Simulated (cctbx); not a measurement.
# Which space group?

Cell: a = 3.0470 Å, b = 5.9390 Å, c = 5.2790 Å, α = 90.00°, β = 90.00°, γ = 90.00°. Expected content of the cell: Mo2 Cr2 P2 N2.

Simulated single-crystal data (cctbx): synchrotron X-rays, λ = 0.6889 Å, to d = 0.6 Å, 95 % of the full sphere, strongest reflection 20000 counts, noise from counting, a 2 % proportional error and a noise floor of 4 counts (s.d.); no absorption, some extinction.

Tests on the unmerged data give:

```text
1737 reflections to d = 0.602 A
centring   violations  <I/sigma> of those
    A        769 of   852     22.7
    B        832 of   878     23.2
    C        809 of   858     23.2
    I        831 of   888     16.6
    R       1101 of  1161     22.8
    F       1205 of  1294     23.0
Laue class    unique    Rint  (classes that these axes allow; Friedel mates merged)
P -1              915   0.016
P 1 2/m 1         500   0.020
P 1 1 2/m         504   0.020
P 2/m 1 1         530   0.019
P m m m           307   0.021
space group    extra absences  I>4sigma  <I/sigma>
P 2 2 2                 0          0         -  acentric
P 2 2 21                8          0       0.3  acentric
P m m 2                 0          0         -  acentric
P 2 m m                 0          0         -  acentric
P m 2 m                 0          0         -  acentric
P m c 21               67          0      -0.1  acentric
P 2 c m                67          0      -0.1  acentric
P m m m                 0          0         -  centric
P m c m                67          0      -0.1  centric
Wilson B = 0.56 A^2   <|E^2-1|> = 0.847 (0.968 centric, 0.736 acentric)   E^2>4: 2.0 %
shell (A)         n   <I/sigma>
 5.94 - 1.20     50     56.5
 1.20 - 0.95     38     47.9
 0.95 - 0.83     39     52.4
 0.83 - 0.76     32     61.7
 0.76 - 0.70     45     42.1
 0.70 - 0.66     27     44.5
 0.66 - 0.63     41     50.3
 0.63 - 0.60     35     32.3
```

Q: Read the symmetry from these tables.

Every centring test has many violations, so the lattice is primitive.

Rint stays low (0.016 to 0.021) up to P m m m, the highest class in these axes.

9 settings pass the absence test. The most absences obeyed, 67, belong to P m c 21, P 2 c m and P m c m, which absences can't tell apart.

⟨|E²−1|⟩ = 0.847 lies between the two ideal values. The Wilson B of 0.56 Å² means U ≈ 0.0071 Å².

The true group is Pmc2_1 (no. 26), Laue class mmm, non-centrosymmetric. The tables only narrow the choice to the tied entries; cell content, site symmetry and trial solutions must settle it.

The model is made up (kin elements in a known structure type, no relaxation), so it says nothing on whether the phase exists.

[Logs are printed without paths, hosts, clocks, repeated set-up lines and the standing remarks that a program may print on its own settings, such as how far it seeks lower states.]
